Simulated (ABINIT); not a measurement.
# Quasiparticle gap of SrTiO3 (Tausonite) in ABINIT, part 2 of 2

Wanted: ground state, empty states, screening and self-energy for SrTiO3 (Tausonite).

ABINIT 10.8.3; PBE and many-body steps on it, plane waves. Known limits of the many-body steps: not at the basis limit; no spin-orbit coupling; coarse k mesh.

So far. Step 2 (Ground state): The gap is indirect, with the least direct gap 0.36 eV higher. Step 3 (Empty states on the mesh, 4×4×4 mesh, 98 bands): On this mesh the gap is 1.908 eV.

### Step 4. Screening, 4×4×4 mesh, 90 bands, screening to 130.6 eV

The RPA dielectric matrix is built and inverted for each q.

This step: RPA screening on PBE, plane waves, norm-conserving pseudopotentials.

run.abi

```
acell 3*1.0 Angstrom
rprim 
  3.905280000000 0.000000000000 0.000000000000
  0.000000000000 3.905280000000 0.000000000000
  0.000000000000 0.000000000000 3.905280000000
ntypat 3
znucl 38 22 8
natom 5
typat 1 2 3 3 3
xred 
  0.500000000000 0.500000000000 0.500000000000
  0.000000000000 0.000000000000 0.000000000000
  0.500000000000 0.000000000000 0.000000000000
  0.000000000000 0.500000000000 0.000000000000
  0.000000000000 0.000000000000 0.500000000000
pp_dirpath "pseudos"
pseudos "Sr.upf, Ti.upf, O.upf"
ecut 38
ngkpt 4 4 4
nshiftk 1
shiftk 0 0 0
kptopt 1
chksymbreak 0
istwfk *1
occopt 1
irdwfk 1
optdriver 3
nband 90
ecuteps 4.8
inclvkb 2
awtr 1
symchi 1
indata_prefix "in"
outdata_prefix "out"
tmpdata_prefix "tmp"
```

Started as:

```console
$ OMP_NUM_THREADS=1 mpirun -n 8 abinit run.abi > log
```

Numbers of over 12 decimals in the logs are rounded to 6 here.

The program printed:

```text
.Version 10.8.3 of ABINIT. v10.8.2 released Aug 2026.

 Symmetries : space group Pm -3 m (#221); Bravais cP (primitive cubic)
[... echo of the input left out ...]
== DATASET  1 ==================================================================
-   mpi_nproc: 8, omp_nthreads: 1 (-1 if OMP is not activated)

--- !DatasetInfo
iteration_state: {dtset: 1, }
dimensions: {natom: 5, nkpt: 10, mband: 90, nsppol: 1, nspinor: 1, nspden: 1, mpw: 4632, }
cutoff_energies: {ecut:  38.0, pawecutdg:  -1.0, }
electrons: {nelect:   4.00000000E+01, charge:   0.00000000E+00, occopt:   1.00000000E+00, tsmear:   1.00000000E-02, }

 SCREENING: Calculation of the susceptibility and dielectric matrices

 Based on a program developped by R.W. Godby, V. Olevano, G. Onida, and L. Reining.
 Incorporated in ABINIT by V. Olevano, G.-M. Rignanese, and M. Torrent.
.Using double precision arithmetic ; gwpc =  8

[... cell and pseudopotentials left out ...]
--------------------------------------------------------------------------------

 ==== K-mesh for the wavefunctions ====
 Number of points in the irreducible wedge :    10
[... list of points left out ...]
 Together with 48 symmetry operations and time-reversal symmetry
 yields    64 points in the full Brillouin Zone.

 ==== Q-mesh for the screening function ====
 Number of points in the irreducible wedge :    10
[... list of points left out ...]
 Together with 48 symmetry operations and time-reversal symmetry
 yields    64 points in the full Brillouin Zone.

 setmesh: FFT mesh size selected  =    27x   27x   27
          total number of points  =        19683

 vcoul_init : cutoff-mode = AUXILIARY_FUNCTION
 q-points for optical limit:   1
     1)      0.000010    0.000020    0.000030

- screening: taking advantage of time-reversal symmetry
- Maximum band index for partially occupied states nbvw = 20
- Remaining bands to be divided among processors   nbcw = 70
- Number of bands treated by each node ~8

 Number of electrons calculated from density =   40.0000; Expected =   40.0000
 average of density, n =  0.099519
 r_s =    1.3387
 omega_plasma =   30.4305 [eV]

 calculating chi0 at frequencies [eV] :
  1    0.000000E+00    0.000000E+00
  2    0.000000E+00    3.043050E+01

--------------------------------------------------------------------------------
  q-point number  1        q = ( 0.000000, 0.000000, 0.000000) [r.l.u.]
--------------------------------------------------------------------------------
[... chi0 elements left out ...]
 For q-point:  0.000010 0.000020 0.000030
  dielectric constant =   6.4045
  dielectric constant without local fields =   6.7606

  Average fulfillment of the sum rule on Im[epsilon] for q-point    1 :     54.94  [%]
[... wings left out ...]
  q-point number  2        q = ( 0.250000, 0.000000, 0.000000) [r.l.u.]
--------------------------------------------------------------------------------
[... chi0 elements left out ...]
  Average fulfillment of the sum rule on Im[epsilon] for q-point    2 :     69.21  [%]

 [... 8 further q-points ...]
```

Wall time 23 s (8 MPI ranks of Arm Neoverse V2, shared host); peak memory 1.6 GiB.

This step gave:

```
ε∞ with local fields, on this mesh, along the program's q direction : 6.404
the same without local fields                                       : 6.761
plasma frequency                                                    : 30.43 eV
plane waves in the screening matrix                                 : 203
```

Local fields lower ε∞ by 5 %. On a Γ-centred mesh this coarse the value itself is usually too large, while a short band sum pulls it down.

### Step 5. Self-energy, 4×4×4 mesh, 90 bands, screening to 130.6 eV

The self-energy is evaluated for the states that the input lists, and the levels follow from it, in one-shot runs by the linearised quasiparticle equation.

This step: G0W0 on PBE, plane waves, norm-conserving pseudopotentials.

Edit run.abi of step 4 so:

```diff
@@ -26,8 +26,17 @@
 irdwfk 1
-optdriver 3
+optdriver 4
 nband 90
+gwcalctyp 0
+ecutsigx 38
+symsigma 1
+nkptgw 2
+kptgw 
+  0.5000000000 0.5000000000 0.5000000000
+  0.0000000000 0.0000000000 0.0000000000
+bdgw 
+  18 23
+  18 23
 ecuteps 4.8
-inclvkb 2
-awtr 1
-symchi 1
+irdscr 1
+ppmodel 1
 indata_prefix "in"
```

The program printed:

```text
.Version 10.8.3 of ABINIT. v10.8.2 released Aug 2026.

 Symmetries : space group Pm -3 m (#221); Bravais cP (primitive cubic)
[... echo of the input left out ...]
== DATASET  1 ==================================================================
-   mpi_nproc: 8, omp_nthreads: 1 (-1 if OMP is not activated)

--- !DatasetInfo
iteration_state: {dtset: 1, }
dimensions: {natom: 5, nkpt: 10, mband: 90, nsppol: 1, nspinor: 1, nspden: 1, mpw: 4632, }
cutoff_energies: {ecut:  38.0, pawecutdg:  -1.0, }
electrons: {nelect:   4.00000000E+01, charge:   0.00000000E+00, occopt:   1.00000000E+00, tsmear:   1.00000000E-02, }

 SIGMA: Calculation of the GW corrections

 Based on a program developped by R.W. Godby, V. Olevano, G. Onida, and L. Reining.
 Incorporated in ABINIT by V. Olevano, G.-M. Rignanese, and M. Torrent.
.Using double precision arithmetic ; gwpc =  8

[... cell and pseudopotentials left out ...]
--------------------------------------------------------------------------------

 ==== K-mesh for the wavefunctions ====
 Number of points in the irreducible wedge :    10
[... list of points left out ...]
 Together with 48 symmetry operations and time-reversal symmetry
 yields    64 points in the full Brillouin Zone.

 ==== Q-mesh for screening function ====
 Number of points in the irreducible wedge :    10
[... list of points left out ...]
 Together with 48 symmetry operations and time-reversal symmetry
 yields    64 points in the full Brillouin Zone.

 vcoul_init : cutoff-mode = AUXILIARY_FUNCTION
 q-points for optical limit:   1
     1)      0.000010    0.000020    0.000030
 setmesh: FFT mesh size selected  =    45x   45x   45
          total number of points  =        91125

 Number of electrons calculated from density =   40.0000; Expected =   40.0000
 average of density, n =  0.099519
 r_s =    1.3387
 omega_plasma =   30.4305 [eV]

 === KS Band Gaps ===
  >>>> For spin  1
   Minimum direct gap =   2.2628 [eV], located at k-point      :   0.0000  0.0000  0.0000
   Fundamental gap    =   1.9077 [eV], Top of valence bands at :   0.5000  0.5000  0.5000
                                       Bottom of conduction at :   0.0000  0.0000  0.0000
 SIGMA fundamental parameters:
 PLASMON POLE MODEL  1
 number of plane-waves for SigmaX                 4457
 number of plane-waves for SigmaC and W            203
 number of plane-waves for wavefunctions          4457
 number of bands                                    90
 number of independent spin polarizations            1
 number of spinorial components                      1
 number of k-points in IBZ                          10
 number of q-points in IBZ                          10
 number of symmetry operations                      48
 number of k-points in BZ                           64
 number of q-points in BZ                           64
 number of frequencies for dSigma/dE                 9
 frequency step for dSigma/dE [eV]                0.25
 number of omega for Sigma on real axis              0
 max omega for Sigma on real axis  [eV]           0.00
 zcut for avoiding poles [eV]                     0.10

 EPSILON^-1 parameters (SCR file):
 dimension of the eps^-1 matrix on file            203
 dimension of the eps^-1 matrix used               203
 number of plane-waves for wavefunctions          4457
 number of bands                                    90
 number of q-points in IBZ                          10
 number of frequencies                               2
 number of real frequencies                          1
 number of imag frequencies                          1

 matrix elements of self-energy operator (all in [eV])

 Perturbative Calculation

--- !SelfEnergy_ee
iteration_state: {dtset: 1, }
kpoint     : [   0.500,    0.500,    0.500, ]
spin       : 1
KS_gap     :    4.517
QP_gap     :    6.467
Delta_QP_KS:    1.950
data: !SigmaeeData |
     Band     E0 <VxcDFT>   SigX SigC(E0)      Z dSigC/dE  Sig(E)    E-E0       E
       18   6.925 -20.195 -25.189   5.134   0.770  -0.299 -20.087   0.108   7.033
       19   6.925 -20.195 -25.189   5.134   0.770  -0.299 -20.087   0.108   7.033
       20   6.925 -20.195 -25.189   5.134   0.770  -0.299 -20.087   0.108   7.033
       21  11.442 -21.983 -12.959  -6.228   0.736  -0.359 -19.926   2.058  13.500
       22  11.442 -21.983 -12.959  -6.228   0.736  -0.359 -19.926   2.058  13.500
       23  11.442 -21.983 -12.959  -6.228   0.736  -0.359 -19.926   2.058  13.500

--- !SelfEnergy_ee
iteration_state: {dtset: 1, }
kpoint     : [   0.000,    0.000,    0.000, ]
spin       : 1
KS_gap     :    2.263
QP_gap     :    3.909
Delta_QP_KS:    1.646
data: !SigmaeeData |
     Band     E0 <VxcDFT>   SigX SigC(E0)      Z dSigC/dE  Sig(E)    E-E0       E
       18   6.570 -20.542 -25.366   4.934   0.774  -0.292 -20.457   0.086   6.656
       19   6.570 -20.542 -25.366   4.934   0.774  -0.292 -20.457   0.086   6.656
       20   6.570 -20.542 -25.366   4.934   0.774  -0.292 -20.457   0.086   6.656
       21   8.833 -18.883 -11.450  -5.222   0.783  -0.277 -17.151   1.732  10.565
       22   8.833 -18.883 -11.450  -5.222   0.783  -0.277 -17.151   1.732  10.565
       23   8.833 -18.883 -11.450  -5.222   0.783  -0.277 -17.151   1.732  10.565

== END DATASET(S) ==============================================================
================================================================================

 -outvars: echo values of variables after computation  --------
           etotal      0.0000000000E+00
            nband          90
             nkpt          10
          spgroup         221
 [... the other variables as echoed above ...]

 Calculation completed.
```

It took 6 s on 8 MPI ranks; peak memory 1.7 GiB; 47 s of CPU time.

This step gave:

- G0W0 gap on the points computed: 3.532 eV
- starting gap on the mesh: 1.908 eV
- k of the valence top: 0.5, 0.5, 0.5
- k of the conduction bottom: 0, 0, 0
- Z at the valence top: 0.77
- Z at the conduction bottom: 0.783
- least direct G0W0 gap on the computed points: 3.909 eV

The gap on the mesh goes from 1.91 eV to 3.53 eV, a correction of +1.62 eV.

Limits: finite bands, cutoff and mesh; no spin-orbit coupling; coarse k mesh. v1 is the top filled band, c1 the lowest empty one. The levels before and after the correction (eV, zero at the valence-band top of each column):

|  | conduction bottom | valence top |
| --- | --- | --- |
| Kohn-Sham | 1.91 | 0.00 |
| G0W0 | 3.53 | 0.00 |

|  | level | energy (eV) |
| --- | --- | --- |
| Kohn-Sham | (0.5 0.5 0.5) v3-v1 | 0.000 |
| Kohn-Sham | (0.5 0.5 0.5) c1-c3 | 4.517 |
| Kohn-Sham | Γ v3-v1 | -0.355 |
| Kohn-Sham | Γ c1-c3 | 1.908 |
| G0W0 | (0.5 0.5 0.5) v3-v1 | 0.000 |
| G0W0 | (0.5 0.5 0.5) c1-c3 | 6.467 |
| G0W0 | Γ v3-v1 | -0.377 |
| G0W0 | Γ c1-c3 | 3.532 |

### Step 6. Where the time went

Times are wall times on 8 MPI ranks of Arm Neoverse V2, shared host, good to a factor of about two.

| step | time | share | memory (GiB) |
| --- | --- | --- | --- |
| ground state | 20 s | 27 % | 0.64 |
| empty states on the mesh | 23 s | 32 % | 0.6 |
| screening | 23 s | 33 % | 1.6 |
| self-energy | 6 s | 8 % | 1.7 |

### Step 7. Summary of results

```yaml
pbe_gap: 1.91 eV, indirect
g0w0_gap_on_the_mesh: 3.53 eV
gw_settings: 4×4×4 mesh, 90 bands, screening to 130.6 eV, Godby-Needs plasmon pole
known_limits: not at the basis limit; no spin-orbit coupling; coarse k mesh
```

**Reading.** G0W0 moves the gap on the mesh from 1.91 eV to 3.53 eV (+1.62 eV), with Z of 0.77 and 0.78 at the edges. Local fields lower the RPA ε∞ on this mesh from 6.76 to 6.40; a Γ-centred mesh this coarse tends to raise both, most where the direct gap is narrow, while a short band sum lowers them. Only 2 of the mesh's irreducible points were corrected, so a valley elsewhere could overtake. Against experiment, by G0W0@PBE: the direct gap of 3.91 eV lies +0.14 eV from the measured 3.77 eV (direct, 300 K, 2013). An exciton line or allowed optical edge lies below the quasiparticle gap by the binding energy; a forbidden edge can push the onset above it. The calculation has static nuclei and no excitons; a measured gap holds zero-point and thermal motion, which mostly lowers it. Bands and cutoff are finite, so the gap is not at the basis limit. The miss can reach some tenths of an eV and take either sign; the mesh is an error of its own. In the G0W0 run levels were corrected at 2 k points alone, so a gap called «on the mesh» is the least over those, and an edge elsewhere would be missed. The 4×4×4 mesh is coarse for this cell, which bears on the long-range parts of exchange and screening. This is the ideal cubic cell; many perovskites, halides above all, are cubic only on average, and local tilts or off-centring can widen the gap. The many-body steps are scalar-relativistic: spin-orbit coupling is not in them.

[Paths, hosts, dates, memory and timing lines, banners, echoed tables and standing remarks are left out of the program output.]

[Logs are printed without paths, hosts, clocks, repeated set-up lines and the standing remarks that a program may print on its own settings, such as how far it seeks lower states.]

[Runs of the session that timed out or met a known fault of the program may be left out.]

[Hosts, paths, dates, database ids (printed as entryN), source tags and the programs' standing remarks are cut or masked in the printed files.]

[G0W0 gaps are taken among the corrected bands and points alone; a level outside them can change the order at an edge.]

[Where Ansatz stands beside ABINIT at settings called matched, ABINIT's density can come from a denser mesh and the files from another edition; pairs whose starting gaps differed by over 0.03 eV were left out, so agreement reads better than it is.]
